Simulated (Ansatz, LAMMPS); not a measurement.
# Charge trapping in glassy 85GeO2-15Li2O (mol %) (78 atoms), part 4 of 5

Aim: add and remove one electron in glassy 85GeO2-15Li2O (mol %) (78 atoms), with atoms held and relaxed, and read trapping energy and localisation.

Ansatz 0.2.0; Kohn-Sham DFT, PBEsol, PAW (set soft_2), plane waves.

The cell: 22 Ge, 8 Li and 48 O. The quench rate of 1000 K/ps is orders of magnitude faster than experiment. The starting topology of bonds comes from the classical model. Only the Γ point is sampled, in a cell whose shortest periodic width is 10 Å.

So far. Step 7 (An extra electron, levels at the relaxed geometry): An extra electron, levels at the relaxed geometry: the energy stands 5.37 eV above that of the reference, with a moment of 0.76 μB. Step 8 (Neutral at the geometry of the electron): Neutral at the geometry of the electron: the energy stands 0.0280 eV above that of the reference.

## Step 9: An extra hole, atoms held

The electron count changes by one with the atoms held: a vertical process, on a uniform background, with spin and a narrow Fermi–Dirac smearing. Its energy against the neutral cell hangs on the program's zero of potential.

input.yaml reads:

```yaml
crystal:
  lattice:
    - [10.37842, 0.0, 0.0]
    - [0.0, 10.37842, 0.0]
    - [0.0, 0.0, 10.37842]
  atoms:
    [... the 78 atom lines of step 4 ...]
total_charge: 1
kpoints:
  mp_grid: { grid: [1, 1, 1] }
hamiltonian:
  xc: pbesol
scf:
  occupations: { method: fermi_dirac, width: 0.01 }
  lower_state_search: "off"
output:
  forces: true
  stress: true
  populations: true
  dos:
    method: { smearing: { sigma: 0.08 } }
    de: 0.1
    projected: { site_lists: { Ge: [Ge], Li: [Li], O: [O] } }
  eigenvalues: true
  write_density: true
  write_potential: true
  volumetric_format: npy
magnetization:
  spin_polarized: true
  initial_magnetization: 1
```

Started as:

```console
> ansatz run input.yaml --threads 4 --pin off --max-ram 8192MiB --backend cpu --events-out ev --progress --plain --runs-dir out
```

What it wrote:

```text
[...]
Crystal: 78 atoms, lattice volume = 1117.876 Å³
Basis set: ecut = 420 eV, 21879 PW (Γ), exchange–correlation on 144×144×144 points (8 copies of the dense FFT grid, shifted against one another)
Bands: 388, of which v1, the nominal top of the filled ones, is band 310 counted from 1 (309 counted from 0)
Symmetry: 1 space group operations
[...]
k-points: 1
[...]
Starting moments: Σ|m| = 1 μB on 78 of 78 sites
[...]
SCF iter   1: F=—  HF=-122153.574796 eV  |F-HF|=—  |Δ(HF+E_count)|=         —  Δρ=4.72e-2 (↑4.52e-2 ↓4.72e-2)  dr2=6.79e1  dr2_m=3.85e-1  M=1.000 μB ∫|m|=1.067 μB  β_m=1.00  ethr=3.10e-3  ⟨swp⟩=6.0  Hψ=2820  notcnv=0  defer=50
[...]
SCF iter   2: F=—  HF=-122139.289518 eV  |F-HF|=—  |Δ(HF+E_count)|=         —  Δρ=3.16e-2 (↑2.89e-2 ↓3.16e-2)  dr2=2.58e1  dr2_m=3.22e-1  M=0.169 μB ∫|m|=0.366 μB  β_m=0.30  ethr=3.10e-3  ⟨swp⟩=2.0  Hψ=1198  notcnv=0  defer=142
[...]
SCF iter   9: F=—  HF=-122131.900106 eV  |F-HF|=—  |Δ(HF+E_count)|=   3.02e-2  Δρ=6.19e-3 (↑2.56e-3 ↓6.19e-3)  dr2=1.22e0  dr2_m=4.33e-2  M=0.668 μB ∫|m|=0.782 μB  β_m=0.30  ethr=6.53e-5  ⟨swp⟩=3.0  Hψ=813  notcnv=0  defer=140
[...]
SCF iter  11: F=—  HF=-122131.960808 eV  |F-HF|=—  |Δ(HF+E_count)|=   1.04e-1  Δρ=5.96e-3 (↑1.56e-3 ↓5.96e-3)  dr2=8.02e-1  dr2_m=7.94e-2  M=1.000 μB ∫|m|=1.104 μB  β_m=0.18  ethr=6.53e-5  ⟨swp⟩=2.0  Hψ=1210  notcnv=0  defer=138
[...]
SCF iter  32: F=-122131.932754 eV  HF=-122131.932754 eV  |F-HF|=9.82e-9  |Δ(HF+E_count)|=   1.62e-9  Δρ=7.91e-7 (↑2.39e-7 ↓7.91e-7)  dr2=1.32e-8  dr2_m=1.33e-9  M=1.000 μB ∫|m|=1.116 μB  β_m=0.29  ethr=1.62e-11  ⟨swp⟩=5.5  Hψ=3550  notcnv=0
SCF iter  33: F=-122131.932754 eV  HF=-122131.932754 eV  |F-HF|=1.16e-10  |Δ(HF+E_count)|=    0.00e0  Δρ=3.29e-7 (↑1.74e-7 ↓3.29e-7)  dr2=1.63e-9  dr2_m=3.87e-10  M=1.000 μB ∫|m|=1.116 μB  ethr=2.13e-12  ⟨swp⟩=5.0  Hψ=3099  notcnv=0
SCF 1 converged in 33 iterations: F = -122131.932754 eV  dr2 = 1.63e-9
[...]
SCF converged after 33 iterations
Magnetization: 0.9998 μB (309.9999 up, 309.0001 down)
Absolute magnetization: 1.1173 μB (∫|ρ↑−ρ↓|, with the PAW one-centre terms)
[...]
Per-site moments (μB) at R_I (Å): [(-3.205584e-5, 0.719382), (-0.000168543, 0.715740), (-3.909228e-5, 0.725575), (-6.093933e-6, 0.717633), (-6.687574e-5, 0.718939), [...]
Free energy (F): -122131.932754 eV
[...]
Internal energy: -122131.925655 eV  (E = F + TS)
E sigma→0 (E₀):  -122131.929204 eV
Entropy (-TS):   -0.007099 eV (-0.091 meV/atom)
Fermi energy:    2.984809 eV
[...]
Σ components = -122131.932754   (vs F -122131.932754, Δ=0.00e0)
--- Forces (eV/Å), atoms counted from 1 ---
  atom   1  Ge     0.16887082     0.11293612     0.16071792
  atom   2  Ge     0.01583366     0.00589376    -0.28199503
  atom   3  Ge    -0.37218008    -0.01174098    -0.16780155
  atom   4  Ge     0.07530609    -0.00989055    -0.11293019
[...]
atom  78  O      0.01964301    -0.19424496     0.12027028
  max |Σ_I F_I| component: 1.69e-5 eV/Å
--- Stress (GPa, compression-positive) ---
       -4.523515       0.340637      -0.444244
        0.340638      -1.267673      -0.188816
       -0.444245      -0.188817      -3.005999
  P = ⅓ Tr σ = -2.9324 GPa (-29.324 kbar)
--- Band table (eV) ---
[...]
--- Löwdin populations: 78 sites ---
  site symbol       q [e]    m [muB]
     0     Ge     12.4321    -0.0004
     1     Ge     12.5031    -0.0025
     2     Ge     12.4731    -0.0011
[...]
77      O      6.9073     0.0393
  spilling = 0.005429 (of n_electrons = 619.000000)
```

Elapsed: 40 s, on 4 threads of Intel Xeon Platinum 8375C at 2.90GHz (Ice Lake), shared host; peak memory 2.5 GiB; 2.5 min of CPU time.

An extra hole, atoms held: the energy stands 3.33 eV below that of the reference, with a moment of 1.00 μB.

The levels nearest the highest filled one (over half full), pooled over k-points and spins:

```csv
level less the highest filled one (eV),occupation
-0.0733,1
-0.0709,1
-0.0316,0.995
0,0.896
0.0426,0.109
2.49,0
2.50,0
4.02,0
```

Spin density in the ac plane at fractional y = 0.143, with atoms of Ge and Li and O within 0.2 Å of it.

Values in e/Å³, 13 rows by 16 columns, each cell a mean:
```
0.00 0.00 0.00 0.00 0.00 0.00 0.00 0.00 0.00 0.01 0.01 0.00 0.00 0.00 0.00 0.00
0.00 0.00 0.00 0.00 0.00 0.00 0.00 0.00 0.00 0.00 0.00 0.00 0.00 0.00 0.00 0.00
0.00 0.00 0.00 0.00 0.00 0.00 0.00 0.00 0.00 0.00 0.00 0.00 0.00 0.00 0.00 0.00
0.00 0.00 0.00 0.00 0.00 0.00 0.00 0.00 0.00 0.00 0.00 0.00 0.00 0.00 0.00 0.00
0.00 0.00 0.00 0.00 0.00 0.00 0.00 0.00 0.00 0.00 0.00 0.00 0.00 0.00 0.00 0.00
0.00 0.00 0.00 0.00 0.00 0.00 0.00 0.00 0.00 0.00 0.00 0.00 0.00 0.00 0.00 0.00
0.00 0.00 0.00 0.00 0.00 0.00 0.00 0.00 0.00 0.00 0.00 0.00 0.00 0.00 0.00 0.00
0.00 0.00 0.00 0.00 0.00 0.00 0.00 0.00 0.00 0.00 0.00 0.00 0.00 0.00 0.00 0.00
0.00 0.00 0.00 0.00 0.00 0.00 0.00 0.00 0.00 0.00 0.00 0.00 0.00 0.00 0.00 0.00
0.01 0.00 0.00 0.00 0.00 0.00 0.00 0.00 0.00 0.00 0.01 0.00 0.00 0.00 0.00 0.01
0.10 0.00 0.00 0.00 0.00 0.00 0.00 0.00 0.00 0.00 0.00 0.00 0.00 0.00 0.00 0.09
0.07 0.00 0.00 0.00 0.00 0.00 0.00 0.00 0.00 0.00 0.00 0.00 0.00 0.00 0.01 0.14
0.01 0.00 0.00 0.00 0.00 0.00 0.00 0.00 0.00 0.01 0.01 0.00 0.00 0.00 0.00 0.01
```
Columns run along a (10.4 Å), rows up along c (10.4 Å). Atoms in or near the plane, at fractional coordinates: Ge at (0.34, 0.39), Li at (0.16, 0.17), O at (0.60, 0.99), O at (0.99, 0.15), O at (0.40, 0.23), O at (0.89, 0.68), O at (0.67, 0.24).

## Step 10: An extra hole, atoms relaxed

The atoms now respond to the charge; the energy gained comes from screening by the atoms, from trapping if the charge localises, and from any strain left in the reference.

input.yaml, the sections that differ from step 9:

```yaml
output:
  forces: true
relax:
  f_tol: 0.05
  max_steps: 90
# crystal, total_charge, kpoints, hamiltonian, scf, magnetization: as in step 9
```

What it wrote:

```text
[...]
Crystal: 78 atoms, lattice volume = 1117.876 Å³
Basis set: ecut = 420 eV, 21879 PW (Γ), exchange–correlation on 144×144×144 points (8 copies of the dense FFT grid, shifted against one another)
Bands: 388, of which v1, the nominal top of the filled ones, is band 310 counted from 1 (309 counted from 0)
Symmetry: 1 space group operations
[...]
k-points: 1
[...]
Starting moments: Σ|m| = 1 μB on 78 of 78 sites
[...]
SCF iter   1: F=—  HF=-122153.574796 eV  |F-HF|=—  |Δ(HF+E_count)|=         —  Δρ=4.72e-2 (↑4.52e-2 ↓4.72e-2)  dr2=6.79e1  dr2_m=3.85e-1  M=1.000 μB ∫|m|=1.067 μB  β_m=1.00  ethr=3.10e-3  ⟨swp⟩=6.0  Hψ=2820  notcnv=0  defer=50
[...]
SCF iter   2: F=—  HF=-122139.289512 eV  |F-HF|=—  |Δ(HF+E_count)|=         —  Δρ=3.16e-2 (↑2.89e-2 ↓3.16e-2)  dr2=2.58e1  dr2_m=3.22e-1  M=0.169 μB ∫|m|=0.366 μB  β_m=0.30  ethr=3.10e-3  ⟨swp⟩=2.0  Hψ=1198  notcnv=0  defer=142
[...]
SCF iter   9: F=—  HF=-122131.900105 eV  |F-HF|=—  |Δ(HF+E_count)|=   3.02e-2  Δρ=6.19e-3 (↑2.56e-3 ↓6.19e-3)  dr2=1.22e0  dr2_m=4.33e-2  M=0.668 μB ∫|m|=0.782 μB  β_m=0.30  ethr=6.53e-5  ⟨swp⟩=3.0  Hψ=813  notcnv=0  defer=140
[...]
SCF iter  11: F=—  HF=-122131.960820 eV  |F-HF|=—  |Δ(HF+E_count)|=   1.04e-1  Δρ=5.96e-3 (↑1.56e-3 ↓5.96e-3)  dr2=8.02e-1  dr2_m=7.94e-2  M=1.000 μB ∫|m|=1.104 μB  β_m=0.18  ethr=6.53e-5  ⟨swp⟩=2.0  Hψ=1210  notcnv=0  defer=138
[...]
SCF iter  30: F=-122131.932748 eV  HF=-122131.932754 eV  |F-HF|=5.43e-6  |Δ(HF+E_count)|=   5.22e-7  Δρ=1.82e-5 (↑9.86e-7 ↓1.82e-5)  dr2=6.31e-6  dr2_m=8.58e-7  M=1.000 μB ∫|m|=1.116 μB  β_m=0.25  ethr=3.46e-9  ⟨swp⟩=1.0  Hψ=1420  notcnv=0
SCF iter  31: F=-122131.932754 eV  HF=-122131.932754 eV  |F-HF|=1.40e-8  |Δ(HF+E_count)|=   1.17e-7  Δρ=1.34e-6 (↑7.20e-7 ↓1.34e-6)  dr2=2.69e-8  dr2_m=5.40e-9  M=1.000 μB ∫|m|=1.116 μB  ethr=1.02e-9  ⟨swp⟩=1.0  Hψ=1420  notcnv=0
SCF 1 converged in 31 iterations: F = -122131.932754 eV  dr2 = 2.69e-8
[...]
relax step   1: F+E_penalty+E_count = -122131.93275368 eV  Δ(F+E_penalty+E_count) = +0.000e0 eV  max|allowed force component| = 1.688e0 eV/Å  Δτ_max = 0.0000 Å  (31 SCF iters, dr2 threshold 6.25e-5 eV, accepted)
[... from here on, the SCF cycles and remarks between the steps are left out ...]
relax step   2: F+E_penalty+E_count = -122132.08282714 eV  Δ(F+E_penalty+E_count) = -1.501e-1 eV  max|allowed force component| = 1.193e0 eV/Å  Δτ_max = 0.0638 Å  (15 SCF iters, dr2 threshold 1.00e-4 eV, accepted)
relax step   3: F+E_penalty+E_count = -122132.21095096 eV  Δ(F+E_penalty+E_count) = -1.281e-1 eV  max|allowed force component| = 3.677e-1 eV/Å  Δτ_max = 0.1450 Å  (12 SCF iters, dr2 threshold 8.89e-5 eV, accepted)
relax step   4: F+E_penalty+E_count = -122132.23441170 eV  Δ(F+E_penalty+E_count) = -2.346e-2 eV  max|allowed force component| = 8.950e-2 eV/Å  Δτ_max = 0.0390 Å  (10 SCF iters, dr2 threshold 1.29e-5 eV, accepted)
relax step   5: F+E_penalty+E_count = -122132.24592053 eV  Δ(F+E_penalty+E_count) = -1.151e-2 eV  max|allowed force component| = 1.441e-1 eV/Å  Δτ_max = 0.1876 Å  (14 SCF iters, accepted)
relax step   6: F+E_penalty+E_count = -122132.25219691 eV  Δ(F+E_penalty+E_count) = -6.276e-3 eV  max|allowed force component| = 5.191e-2 eV/Å  Δτ_max = 0.0277 Å  (11 SCF iters, accepted)
relax step   7: F+E_penalty+E_count = -122132.25465740 eV  Δ(F+E_penalty+E_count) = -2.460e-3 eV  max|allowed force component| = 3.412e-2 eV/Å  Δτ_max = 0.0237 Å  (12 SCF iters, accepted)
relax step   8: F+E_penalty+E_count = -122132.25685829 eV  Δ(F+E_penalty+E_count) = -2.201e-3 eV  max|allowed force component| = 3.783e-2 eV/Å  Δτ_max = 0.0554 Å  (13 SCF iters, accepted)
relax step   9: F+E_penalty+E_count = -122132.25994516 eV  Δ(F+E_penalty+E_count) = -3.087e-3 eV  max|allowed force component| = 3.790e-2 eV/Å  Δτ_max = 0.1066 Å  (13 SCF iters, accepted)
relax step  10: F+E_penalty+E_count = -122132.26587768 eV  Δ(F+E_penalty+E_count) = -5.933e-3 eV  max|allowed force component| = 4.735e-2 eV/Å  Δτ_max = 0.1951 Å  (14 SCF iters, accepted)
SCF converged after 14 iterations
Magnetization: 1.0000 μB (310.0000 up, 309.0000 down)
Absolute magnetization: 1.1209 μB (∫|ρ↑−ρ↓|, with the PAW one-centre terms)
[...]
Per-site moments (μB) at R_I (Å): [(-1.501238e-5, 0.716915), (-1.025107e-5, 0.718729), (-1.553629e-5, 0.728051), (3.435609e-6, 0.718226), (-8.208755e-5, 0.713774), [...]
Free energy (F): -122132.265878 eV
[...]
Internal energy: -122132.265876 eV  (E = F + TS)
E sigma→0 (E₀):  -122132.265877 eV
Entropy (-TS):   -0.000001 eV (-0.000 meV/atom)
Fermi energy:    3.318206 eV
[...]
Σ components = -122132.265878   (vs F -122132.265878, Δ=0.00e0)
--- Forces (eV/Å), atoms counted from 1 ---
  atom   1  Ge     0.01907029    -0.02684567     0.03435948
  atom   2  Ge     0.01237387    -0.00551961     0.03243005
  atom   3  Ge    -0.01083857    -0.00719011     0.01919634
  atom   4  Ge     0.00207038    -0.00264191     0.01737634
[...]
atom  78  O      0.00604776     0.00944017     0.00254758
  max |Σ_I F_I| component: 3.09e-5 eV/Å
--- Relaxed structure (10 steps of the walk, 10 accepted, 0 SCFs on fresh bases) ---
  F+E_penalty+E_count = -122132.26587768 eV   max|allowed force component| = 4.735e-2 eV/Å
  atoms:
    - { symbol: Ge, position: [0.190788, 0.464855, 0.235286] }
    - { symbol: Ge, position: [0.399720, 0.380141, 0.903693] }
    - { symbol: Ge, position: [0.552298, 1.000157, 0.924260] }
    - { symbol: Ge, position: [0.304979, 0.975507, 0.751614] }
[...]
- { symbol: O, position: [0.857634, 0.347531, 0.031170] }
```

Run time: 2.8 min. Hardware: 4 threads; peak memory 2.5 GiB; 11 min of CPU time.

The relaxation converged after 10 steps, 0.333 eV below its start, with a largest force component of 0.047 eV/Å.

An extra hole, atoms relaxed: the energy stands 3.66 eV below that of the reference, with a moment of 1.00 μB.

[end of part 4 of 5]

[Long decimals in the printed logs are rounded to 6 places.]

[Logs are printed without paths, hosts, clocks, repeated set-up lines and the standing remarks that a program may print on its own settings, such as how far it seeks lower states.]

[Hosts, paths, dates, database ids (printed as entryN), source tags and the programs' standing remarks are cut or masked in the printed files.]
